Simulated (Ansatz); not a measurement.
# Glassy 71SiO2-17Al2O3-4Li2O-4ZnO-4Gd2O3 (mol %) (81 atoms): a short ab initio trajectory

Wanted: a short trajectory of glassy 71SiO2-17Al2O3-4Li2O-4ZnO-4Gd2O3 (mol %) (81 atoms) with its pair distributions.

Method: Kohn-Sham DFT, PBE, PAW (set soft_2), plane waves, in Ansatz 0.2.0.

In doubt: warnings of the run leave room for a lower electronic state (in some of the runs), so energies may not be the lowest and differences between runs may mislead.

## 1. Starting point

The cell holds 81 atoms: 17 Si, 8 Al, 2 Li, 1 Zn, 2 Gd and 51 O. Cell: a = 10.138 Å, b = 10.138 Å, c = 10.138 Å, α = 90.0°, β = 90.0°, γ = 90.0°. 81 atoms (17 Si, 8 Al, 2 Li, 1 Zn, 2 Gd, 51 O) placed at random at 2.84 g/cm³, melted at 4000 K for 10 ps at fixed volume with the Morse and Coulomb pair potential with partial charges (Pedone, Malavasi, Menziani, Cormack and Segre, J. Phys. Chem. B 110, 11780 (2006)). Quenched from 4000 K to 300 K at 50 K/ps and fixed volume, held 10 ps at zero pressure.

What the set-up can't give: The quench rate of 50 K/ps far exceeds what a furnace or splat quench reaches, so expect more defects and frozen-in strain than in a real sample. The network of bonds at the start is that of the classical potential that made the cell. Without a Hubbard term or exact exchange, open shells on Gd are likely too delocalised. The Brillouin zone is sampled at Γ only, in a cell whose shortest periodic width is 10 Å. Spin–orbit coupling is left out, which matters for the levels of the heavy elements.

## 2. Dynamics started at 900 K

A Nosé–Hoover thermostat steers the temperature while disturbing the dynamics little. The time step is 1.0 fs.

File input.yaml:

```yaml
crystal:
  lattice:
    - [10.13751, 0.0, 0.0]
    - [0.0, 10.13751, 0.0]
    - [0.0, 0.0, 10.13751]
  atoms:
    - { symbol: Si, position: [0.65681, 0.98492, 0.30494] }
    - { symbol: Si, position: [0.76844, 0.95422, 0.02236] }
    - { symbol: Si, position: [0.15027, 0.25542, 0.54896] }
    - { symbol: Si, position: [0.76454, 0.15833, 0.5319] }
    [... 71 atom lines left out ...]
    - { symbol: O, position: [0.37365, 0.73542, 0.81003] }
    - { symbol: O, position: [0.94253, 0.73532, 0.27326] }
    - { symbol: O, position: [0.50084, 0.33398, 0.10962] }
    - { symbol: O, position: [0.16372, 0.09101, 0.57854] }
    - { symbol: O, position: [0.86451, 0.54778, 0.41904] }
    - { symbol: O, position: [0.16846, 0.61714, 0.22779] }
magnetization:
  spin_polarized: true
kpoints:
  mp_grid: { grid: [1, 1, 1] }
hamiltonian:
  xc: pbe
scf:
  occupations: { method: fermi_dirac, width: 0.05 }
output:
  forces: true
md:
  timestep: 1.0
  n_steps: 70
  ensemble: nvt_nose_hoover
  temperature: 900
  initial_velocities: maxwell_boltzmann
  seed: 2776
```

The run is started by

```console
$ ansatz run input.yaml --threads 4 --pin off --max-ram 8192MiB --backend cpu --events-out ev --progress --plain --runs-dir out
```

Elapsed: 23 min, on 4 threads of Arm Neoverse N1, shared host; peak memory 2.3 GiB; 90 min of CPU time.

The program notes that it switched symmetry off.

The trajectory, sampled:

| time (fs) | T (K) | potential (meV/atom) | conserved (meV/atom) |
| --- | --- | --- | --- |
| 0.0 | 900 | 0.0 | 0.00 |
| 5.0 | 777 | 15.9 | 0.17 |
| 9.0 | 754 | 18.8 | 0.16 |
| 14.0 | 798 | 13.2 | 0.08 |
| 19.0 | 738 | 21.1 | 0.13 |
| 23.0 | 664 | 30.8 | 0.13 |
| 28.0 | 568 | 43.4 | 0.17 |
| 33.0 | 573 | 43.2 | 0.17 |
| 37.0 | 655 | 33.2 | 0.10 |
| 42.0 | 716 | 26.2 | 0.15 |
| 47.0 | 795 | 17.0 | 0.08 |
| 51.0 | 787 | 19.0 | 0.12 |
| 56.0 | 742 | 25.8 | 0.13 |
| 61.0 | 709 | 31.2 | 0.16 |
| 65.0 | 751 | 26.7 | 0.13 |
| 70.0 | 819 | 19.4 | 0.11 |

Mean square displacement from the first frame to the last: Si 0.035 Å², Al 0.036 Å², Li 0.52 Å², Zn 0.017 Å², Gd 0.031 Å², O 0.066 Å².

Table of mean square displacement by time lag:

| time lag (fs) | Al (Å²) | Gd (Å²) | Li (Å²) | O (Å²) | Si (Å²) | Zn (Å²) |
| --- | --- | --- | --- | --- | --- | --- |
| 1.0 | 6.1e-5 | 8.3e-6 | 1.5e-4 | 1.1e-4 | 7.3e-5 | 2.1e-5 |
| 2.0 | 2.4e-4 | 3.3e-5 | 5.8e-4 | 4.5e-4 | 2.9e-4 | 8.5e-5 |
| 3.0 | 5.5e-4 | 7.5e-5 | 0.00132 | 1.0e-3 | 6.4e-4 | 1.9e-4 |
| 5.0 | 0.00149 | 2.1e-4 | 0.00371 | 0.00271 | 0.00173 | 5.2e-4 |
| 6.0 | 0.00213 | 3.0e-4 | 0.00536 | 0.00385 | 0.00244 | 7.5e-4 |
| 8.0 | 0.00369 | 5.4e-4 | 0.00963 | 0.00662 | 0.00415 | 0.00131 |
| 9.0 | 0.00459 | 6.8e-4 | 0.0122 | 0.00821 | 0.00512 | 0.00165 |
| 10.0 | 0.00558 | 8.4e-4 | 0.0152 | 0.00992 | 0.00616 | 0.00201 |
| 12.0 | 0.00774 | 0.00121 | 0.0220 | 0.0136 | 0.00835 | 0.00284 |
| 13.0 | 0.00891 | 0.00143 | 0.0259 | 0.0155 | 0.00949 | 0.00330 |
| 15.0 | 0.0113 | 0.00190 | 0.0346 | 0.0195 | 0.0118 | 0.00428 |
| 16.0 | 0.0126 | 0.00215 | 0.0395 | 0.0215 | 0.0129 | 0.00480 |
| 18.0 | 0.0151 | 0.00272 | 0.0501 | 0.0254 | 0.0151 | 0.00588 |
| 19.0 | 0.0164 | 0.00303 | 0.0558 | 0.0273 | 0.0162 | 0.00643 |
| 20.0 | 0.0176 | 0.00335 | 0.0618 | 0.0292 | 0.0172 | 0.00698 |
| 22.0 | 0.0200 | 0.00404 | 0.0747 | 0.0327 | 0.0190 | 0.00809 |
| 23.0 | 0.0211 | 0.00441 | 0.0816 | 0.0344 | 0.0198 | 0.00864 |
| 25.0 | 0.0231 | 0.00520 | 0.0961 | 0.0376 | 0.0212 | 0.00969 |
| 26.0 | 0.0239 | 0.00562 | 0.104 | 0.0391 | 0.0218 | 0.0102 |
| 27.0 | 0.0247 | 0.00605 | 0.112 | 0.0406 | 0.0224 | 0.0107 |
| 29.0 | 0.0259 | 0.00696 | 0.128 | 0.0433 | 0.0232 | 0.0116 |
| 30.0 | 0.0263 | 0.00744 | 0.137 | 0.0446 | 0.0236 | 0.0120 |
| 32.0 | 0.0269 | 0.00844 | 0.155 | 0.0471 | 0.0241 | 0.0128 |
| 33.0 | 0.0270 | 0.00896 | 0.165 | 0.0483 | 0.0243 | 0.0131 |
| 35.0 | 0.0269 | 0.0101 | 0.184 | 0.0505 | 0.0246 | 0.0137 |

Over the second half of 70 fs the temperature averages 741 K, rising from about 678 to 767 K (means over the first and last quarter of that half). The conserved energy stays within 0.20 meV/atom. From first frame to last Li has the largest mean square displacement, 0.52 Å² at the end; the farthest move is 0.98 Å. The mean temperature of 741 K lies well off the 900 K of the input, so the thermostat hasn't yet brought the run to equilibrium. The count of bonds goes from 123 in the first frame to 122 in the last, by one set of cutoffs: 2 pairs passed out of them and 1 came within. The run spans 0.07 ps, too short for its means to be equilibrium values.

## 3. Local order late in the run

The g(r) is a mean over the second half; what follows it is taken at the last frame.

Density 3.03 g/cm³, 12.86 Å³ an atom.

Mean of 13 frames. g(r), total and by pair (bins of 0.2 Å):

| r (Å) | total | O-O | O-Si | O-Al | O-Gd | O-Li | O-Zn |
| --- | --- | --- | --- | --- | --- | --- | --- |
| 1.40 | 0.02 | 0.00 | 0.07 | 0.00 | 0.00 | 0.00 | 0.00 |
| 1.60 | 2.74 | 0.00 | 9.73 | 1.34 | 0.00 | 0.00 | 0.00 |
| 1.80 | 1.55 | 0.00 | 2.17 | 7.04 | 0.00 | 2.34 | 1.80 |
| 2.00 | 0.42 | 0.00 | 0.04 | 1.71 | 0.53 | 3.42 | 4.63 |
| 2.20 | 0.16 | 0.00 | 0.04 | 0.37 | 2.70 | 0.50 | 0.00 |
| 2.40 | 0.37 | 0.49 | 0.06 | 0.12 | 3.98 | 0.22 | 0.75 |
| 2.60 | 1.30 | 3.07 | 0.02 | 0.16 | 0.38 | 0.46 | 1.16 |
| 2.80 | 1.22 | 2.57 | 0.11 | 0.16 | 0.00 | 0.59 | 0.49 |
| 3.00 | 0.99 | 1.19 | 0.27 | 0.32 | 0.47 | 1.45 | 0.90 |
| 3.20 | 0.97 | 0.93 | 0.48 | 0.92 | 0.00 | 1.08 | 0.00 |
| 3.40 | 0.79 | 0.66 | 0.62 | 1.03 | 0.74 | 0.59 | 0.53 |
| 3.60 | 1.00 | 0.80 | 1.52 | 1.16 | 1.08 | 0.65 | 1.22 |
| 3.80 | 1.07 | 0.74 | 1.54 | 1.40 | 1.49 | 1.12 | 0.56 |
| 4.00 | 1.05 | 0.57 | 1.60 | 1.27 | 1.25 | 1.19 | 1.32 |
| 4.20 | 1.25 | 0.66 | 2.02 | 1.63 | 1.29 | 1.83 | 1.60 |
| 4.40 | 0.99 | 0.75 | 1.15 | 1.43 | 1.17 | 1.69 | 0.68 |
| 4.60 | 0.98 | 1.05 | 0.71 | 1.23 | 0.98 | 1.28 | 1.48 |
| 4.80 | 1.04 | 1.33 | 0.86 | 0.76 | 0.88 | 0.73 | 0.63 |
| 5.00 | 1.04 | 1.46 | 0.79 | 0.65 | 1.39 | 0.55 | 0.43 |

Bonds by pair of elements; cutoffs follow the first minimum of g(r), held within bounds set by covalent radii, and pairs that aren't listed don't count as bonded:

| pair A-B | cutoff (Å) | bonds | mean length (Å) | spread (Å) | shortest (Å) | B about A | A about B |
| --- | --- | --- | --- | --- | --- | --- | --- |
| O-Si | 2.12 | 68 | 1.64 | 0.078 | 1.51 | 1.33 | 4 |
| O-Al | 2.33 | 34 | 1.82 | 0.124 | 1.67 | 0.667 | 4.25 |
| O-Gd | 3.07 | 11 | 2.38 | 0.223 | 2.13 | 0.216 | 5.5 |
| O-Li | 2.48 | 6 | 1.97 | 0.16 | 1.74 | 0.118 | 3 |
| O-Zn | 2.23 | 3 | 1.88 | 0.036 | 1.84 | 0.059 | 3 |

How many atoms have how many bonded neighbours:

| element | mean | 2 | 3 | 4 | 5 | 6 |
| --- | --- | --- | --- | --- | --- | --- |
| Al | 4.25 | 0 | 0 | 6 | 2 | 0 |
| Gd | 5.5 | 0 | 0 | 0 | 1 | 1 |
| Li | 3 | 0 | 2 | 0 | 0 | 0 |
| O | 2.39 | 32 | 18 | 1 | 0 | 0 |
| Si | 4 | 0 | 0 | 17 | 0 | 0 |
| Zn | 3 | 0 | 1 | 0 | 0 | 0 |

Bond angles, per cent of each kind in bins of 5°:

| angle (°) | O-Si-O | O-Al-O | Al-O-Si | O-Gd-O | Si-O-Si |
| --- | --- | --- | --- | --- | --- |
| 55–60 | 0.0 | 0.0 | 0.0 | 4.0 | 0.0 |
| 60–65 | 0.0 | 0.0 | 0.0 | 4.0 | 0.0 |
| 65–70 | 0.0 | 0.0 | 0.0 | 4.0 | 0.0 |
| 70–75 | 0.0 | 0.0 | 0.0 | 4.0 | 0.0 |
| 75–80 | 0.0 | 1.8 | 0.0 | 4.0 | 0.0 |
| 80–85 | 0.0 | 7.1 | 0.0 | 4.0 | 0.0 |
| 85–90 | 1.0 | 7.1 | 0.0 | 12.0 | 0.0 |
| 90–95 | 1.0 | 12.5 | 3.6 | 12.0 | 0.0 |
| 95–100 | 6.9 | 1.8 | 0.0 | 4.0 | 0.0 |
| 100–105 | 19.6 | 10.7 | 3.6 | 4.0 | 0.0 |
| 105–110 | 29.4 | 25.0 | 0.0 | 4.0 | 0.0 |
| 110–115 | 20.6 | 7.1 | 7.1 | 0.0 | 4.8 |
| 115–120 | 12.7 | 8.9 | 14.3 | 8.0 | 4.8 |
| 120–125 | 5.9 | 3.6 | 7.1 | 4.0 | 4.8 |
| 125–130 | 2.9 | 3.6 | 7.1 | 8.0 | 4.8 |
| 130–135 | 0.0 | 3.6 | 28.6 | 4.0 | 19.0 |
| 135–140 | 0.0 | 0.0 | 3.6 | 8.0 | 4.8 |
| 140–145 | 0.0 | 0.0 | 7.1 | 0.0 | 9.5 |
| 145–150 | 0.0 | 3.6 | 7.1 | 0.0 | 19.0 |
| 150–155 | 0.0 | 0.0 | 3.6 | 4.0 | 4.8 |
| 155–160 | 0.0 | 0.0 | 3.6 | 0.0 | 9.5 |
| 160–165 | 0.0 | 3.6 | 3.6 | 4.0 | 4.8 |
| 165–170 | 0.0 | 0.0 | 0.0 | 0.0 | 4.8 |
| 170–175 | 0.0 | 0.0 | 0.0 | 0.0 | 4.8 |

Bond angles (no mean is given where the spread exceeds 20°):

| angle | count | mean (°) | spread (°) |
| --- | --- | --- | --- |
| O-Si-O | 102 | 109 | 7.4 |
| O-Al-O | 56 | 108 | 18.5 |
| Al-O-Si | 28 | 130 | 15.1 |
| O-Gd-O | 25 | - | - |
| Si-O-Si | 21 | 143 | 15.7 |

Oxygen atoms by the number of network formers (Si, P, Ge, B, Al, As, Ga) bound to them:

| network formers bound to O | O atoms | per cent |
| --- | --- | --- |
| 0 | 0 | 0 |
| 1 | 7 | 13.7 |
| 2 | 37 | 72.5 |
| 3 | 7 | 13.7 |

Network units: each former by its oxygen neighbours and how many of them bridge to another former:

| former | O neighbours | bridging O | atoms |
| --- | --- | --- | --- |
| Si | 4 | 3 | 6 |
| Si | 4 | 4 | 11 |
| Al | 4 | 3 | 1 |
| Al | 4 | 4 | 5 |
| Al | 5 | 5 | 2 |

Bond length by coordination (bonds to H left out):

| element | coordination | atoms | mean bond length (Å) |
| --- | --- | --- | --- |
| Al | 4 | 6 | 1.78 |
| Al | 5 | 2 | 1.92 |
| Gd | 5 | 1 | 2.33 |
| Gd | 6 | 1 | 2.41 |
| O | 2 | 32 | 1.67 |
| O | 3 | 18 | 1.89 |
| O | 4 | 1 | 2.05 |

Rings of the network by King's shortest-path rule, up to 12 atoms, one path for each pair of neighbours; H, halogens, alkali and alkaline-earth atoms are left out, and the last column divides by all other atoms, bonded or not:

| ring size (atoms) | rings | per network atom |
| --- | --- | --- |
| 4 | 6 | 0.076 |
| 6 | 12 | 0.152 |
| 8 | 19 | 0.241 |
| 10 | 25 | 0.316 |
| 12 | 21 | 0.266 |

Counting bonds as in the table, 75 % of Al atoms have 4, 50 % of Gd atoms have 5 and as many 6, all Li atoms have 3 and 63 % of O atoms have 2 bonded neighbours. The O-Si-O angle averages 109° with a spread of 7°. Counting bonds to Si and Al alone, not to Gd and Zn, 72 % of the oxygens join two of these atoms and 14 % one; 14 % join three. The commonest Si unit has 4 oxygens, 4 of them shared with other formers (11 of 17 atoms). Rings of 10 atoms are the most common (30 % of those counted); sizes run from 4 to 12, where the search stops.

## 4. Single point at the last frame

The last frame is solved again with fuller output, to read the electronic structure of a thermally displaced geometry.

File input.yaml:

```yaml
crystal:
  lattice:
    - [10.13751, 0.0, 0.0]
    - [0.0, 10.13751, 0.0]
    - [0.0, 0.0, 10.13751]
  atoms:
    - { symbol: Si, position: [0.63969, 0.97281, 0.30647] }
    - { symbol: Si, position: [0.77202, 0.94783, 0.02685] }
    - { symbol: Si, position: [0.14561, 0.2687, 0.53977] }
    - { symbol: Si, position: [0.75766, 0.1545, 0.53014] }
    [... 71 atom lines left out ...]
    - { symbol: O, position: [0.35955, 0.73816, 0.78031] }
    - { symbol: O, position: [0.96441, 0.73717, 0.29001] }
    - { symbol: O, position: [0.50253, 0.31134, 0.13059] }
    - { symbol: O, position: [0.15862, 0.10814, 0.57982] }
    - { symbol: O, position: [0.8677, 0.54023, 0.42417] }
    - { symbol: O, position: [0.18075, 0.61834, 0.2222] }
magnetization:
  spin_polarized: true
kpoints:
  mp_grid: { grid: [1, 1, 1] }
hamiltonian:
  xc: pbe
scf:
  occupations: { method: fermi_dirac, width: 0.05 }
output:
  forces: true
  stress: true
  populations: intrinsic
  dos:
    method: { smearing: { sigma: 0.15 } }
    de: 0.1
    projected: { site_lists: { Al: [Al], Gd: [Gd], Li: [Li], O: [O], Si: [Si] } }
  eigenvalues: true
  write_density: true
  write_potential: true
  volumetric_format: npy
```

It took 20 min on 4 threads; peak memory 2.5 GiB.

The program notes that the stability of the SCF solution was not settled. Further notices: minimisation begun.

The run gave:

```yaml
free_energy: -66527.0119 eV
free_energy_per_atom: -821.3211 eV/atom
scf_cycles: 2
pressure: 3.793 GPa
r_m_s_force_component: 1.396 eV/Å
longest_force: 6.15 eV/Å
fermi_energy: 5.183 eV
spacing_of_highest_filled_and_lowest_empty_level: 2.364 eV
total_moment: 14 μB
absolute_moment: 14.06 μB
```

Neighbours are counted within 2.12 Å (O-Si), 2.33 Å (O-Al), 3.07 Å (O-Gd), 2.48 Å (O-Li), 2.23 Å (O-Zn), the cutoffs taken from the dynamics.

Length of the force by element and coordination:

| element | coordination | atoms | mean length of the force (eV/Å) | spread | least | most |
| --- | --- | --- | --- | --- | --- | --- |
| Al | all | 8 | 1.96 | 0.927 | 0.695 | 3.82 |
| Al | 4 | 6 | 1.76 | 0.997 | 0.695 | 3.82 |
| Al | 5 | 2 | 2.54 | 0.0479 | 2.49 | 2.59 |
| Gd | all | 2 | 1.16 | 0.335 | 0.829 | 1.50 |
| Gd | 5 | 1 | 0.829 | 0 | 0.829 | 0.829 |
| Gd | 6 | 1 | 1.50 | 0 | 1.50 | 1.50 |
| Li | all | 2 | 0.662 | 0.307 | 0.355 | 0.970 |
| O | all | 51 | 1.89 | 1.12 | 0.325 | 4.99 |
| O | 2 | 32 | 2.00 | 1.29 | 0.325 | 4.99 |
| O | 3 | 18 | 1.72 | 0.726 | 0.468 | 3.16 |
| O | 4 | 1 | 1.81 | 0 | 1.81 | 1.81 |
| Si | all | 17 | 3.01 | 1.35 | 1.45 | 6.15 |
| Zn | all | 1 | 0.943 | 0 | 0.943 | 0.943 |

Intrinsic-atomic-orbital charges by element and coordination:

| element | coordination | atoms | mean charge (e) | spread | least | most |
| --- | --- | --- | --- | --- | --- | --- |
| Al | all | 8 | 1.35 | 0.0214 | 1.32 | 1.39 |
| Al | 4 | 6 | 1.36 | 0.0189 | 1.33 | 1.39 |
| Al | 5 | 2 | 1.32 | 0.0024 | 1.32 | 1.33 |
| Gd | all | 2 | 1.23 | 0.0071 | 1.22 | 1.24 |
| Gd | 5 | 1 | 1.24 | 0 | 1.24 | 1.24 |
| Gd | 6 | 1 | 1.22 | 0 | 1.22 | 1.22 |
| Li | all | 2 | 0.822 | 0.0133 | 0.809 | 0.836 |
| O | all | 51 | -0.893 | 0.0456 | -1.07 | -0.811 |
| O | 2 | 32 | -0.894 | 0.0409 | -1.07 | -0.824 |
| O | 3 | 18 | -0.896 | 0.0503 | -0.991 | -0.836 |
| O | 4 | 1 | -0.811 | 0 | -0.811 | -0.811 |
| Si | all | 17 | 1.71 | 0.036 | 1.65 | 1.77 |
| Zn | all | 1 | 1.51 | 0 | 1.51 | 1.51 |

Magnetic moments by element and coordination:

| element | coordination | atoms | mean moment (μB) | spread | least | most |
| --- | --- | --- | --- | --- | --- | --- |
| Al | all | 8 | 1.0e-4 | 1.0e-4 | 0 | 2.0e-4 |
| Al | 4 | 6 | 0 | 1.0e-4 | 0 | 2.0e-4 |
| Al | 5 | 2 | 1.0e-4 | 0 | 1.0e-4 | 1.0e-4 |
| Gd | all | 2 | 6.74 | 0.0094 | 6.73 | 6.75 |
| Gd | 5 | 1 | 6.75 | 0 | 6.75 | 6.75 |
| Gd | 6 | 1 | 6.73 | 0 | 6.73 | 6.73 |
| Li | all | 2 | 0 | 0 | 0 | 1.0e-4 |
| O | all | 51 | 2.0e-4 | 0.0012 | -0.0028 | 0.0057 |
| O | 2 | 32 | 1.0e-4 | 3.0e-4 | -9.0e-4 | 0.0013 |
| O | 3 | 18 | 2.0e-4 | 0.0017 | -0.0028 | 0.0057 |
| O | 4 | 1 | 0.0044 | 0 | 0.0044 | 0.0044 |
| Si | all | 17 | 0 | 0 | 0 | 1.0e-4 |
| Zn | all | 1 | 0.0012 | 0 | 0.0012 | 0.0012 |

States in the cell by windows of 1 eV, zero at the Fermi level; the larger projections on atomic orbitals stand beside the total:

| from (eV) | to (eV) | total up | total down | O p | Si p | Gd f |
| --- | --- | --- | --- | --- | --- | --- |
| -14 | -11 | 0.0 | 0.0 | 0.0 | 0.0 | 0.0 |
| -11 | -10 | 3.5 | 3.5 | 4.7 | 0.3 | 0.0 |
| -10 | -9 | 5.1 | 5.0 | 6.9 | 0.6 | 0.0 |
| -9 | -8 | 7.4 | 7.4 | 10.6 | 1.3 | 0.0 |
| -8 | -7 | 11.6 | 11.5 | 17.4 | 3.0 | 0.0 |
| -7 | -6 | 15.9 | 15.6 | 22.6 | 3.1 | 0.1 |
| -6 | -5 | 22.3 | 22.1 | 31.9 | 3.2 | 0.2 |
| -5 | -4 | 28.9 | 24.1 | 41.3 | 1.8 | 4.9 |
| -4 | -3 | 35.0 | 27.3 | 49.3 | 1.2 | 8.2 |
| -3 | -2 | 30.0 | 29.4 | 54.6 | 0.8 | 0.8 |
| -2 | -1 | 12.3 | 11.9 | 22.6 | 0.3 | 0.1 |
| -1 | 0 | 0.0 | 0.0 | 0.0 | 0.0 | 0.0 |
| 0 | 1 | 0.0 | 0.2 | 0.0 | 0.0 | 0.2 |
| 1 | 2 | 0.0 | 13.6 | 0.2 | 0.0 | 13.3 |
| 2 | 3 | 1.0 | 1.2 | 0.1 | 0.0 | 0.2 |
| 3 | 4 | 3.0 | 0.7 | 0.4 | 0.2 | 0.0 |
| 4 | 5 | 9.0 | 8.4 | 2.0 | 1.6 | 0.0 |

Between -26 and -14 eV lie 114 more states.

Not all projections were asked for or kept, so they needn't add up to the total.

The levels nearest the highest filled one (over half full), pooled over k-points and spins:

| level less the highest filled one (eV) | occupation |
| --- | --- |
| -0.204 | 1 |
| -0.197 | 1 |
| -0.111 | 1 |
| -0.109 | 1 |
| -0.0011 | 1 |
| 0 | 1 |
| 2.36 | 0 |
| 2.38 | 0 |
| 2.43 | 0 |
| 2.46 | 0 |
| 2.51 | 0 |
| 2.56 | 0 |

Mean intrinsic-atomic-orbital charges: Al +1.35, Gd +1.23, Li +0.82, O -0.89, Si +1.71, Zn +1.51 e. The cell holds a total moment of 14.0 μB; no search proves this magnetic order the lowest. The largest share in the top eV of filled states is O p (96 % of the projected weight), and in the lowest eV of empty states Gd f (98 % of the projected weight).

## 5. Outcome

| Item | Value |
| --- | --- |
| mean temperature, second half | 741 K |
| temperature swing, second half | 49.83 K |
| slope of the conserved energy against time, by least squares | 0.0502 meV/atom/ps |
| free energy per atom | -821.3211 eV/atom |
| pressure | 3.793 GPa |
| r.m.s. force component | 1.396 eV/Å |
| gap (highest filled to lowest empty level) | 2.364 eV |
| wall time of the 2 DFT runs | 43 min |

**Reading.** Over the second half of 70 fs the temperature averages 741 K, rising from about 678 to 767 K (means over the first and last quarter of that half). The conserved energy stays within 0.20 meV/atom. The mean temperature of 741 K lies well off the 900 K of the input, so the thermostat hasn't yet brought the run to equilibrium. The count of bonds goes from 123 in the first frame to 122 in the last, by one set of cutoffs: 2 pairs passed out of them and 1 came within. The run spans 0.07 ps, too short for its means to be equilibrium values. Counting bonds as in the table, 75 % of Al atoms have 4, 50 % of Gd atoms have 5 and as many 6, all Li atoms have 3 and 63 % of O atoms have 2 bonded neighbours. Counting bonds to Si and Al alone, not to Gd and Zn, 72 % of the oxygens join two of these atoms and 14 % one; 14 % join three.

The highest filled and lowest empty levels differ by 2.36 eV (at Γ alone); a semilocal functional tends to put such gaps too low. In a disordered cell it changes from sample to sample, and tail or defect levels can set it. The cell holds a total moment of 14.0 μB; no search proves this magnetic order the lowest.

Caveats: The network of bonds at the start is that of the classical potential that made the cell; in DFT 2 of its 123 bonded pairs passed out of the cutoffs and 1 came within them. The run was spin polarised, started with 2 parallel moments, ending at 14.0 μB in the cell; that starting order needn't be the real material's, and it bears on forces, charges and levels. The stress is far from hydrostatic: its diagonal is 4.1, 5.8, 1.5 GPa, compression counted positive. The pressure of 3.8 GPa is that of one thermal frame at a volume set beforehand, without the kinetic term.

[Logs are printed without paths, hosts, clocks, repeated set-up lines and the standing remarks that a program may print on its own settings, such as how far it seeks lower states.]

[Hosts, paths, dates, database ids (printed as entryN), source tags and the programs' standing remarks are cut or masked in the printed files.]
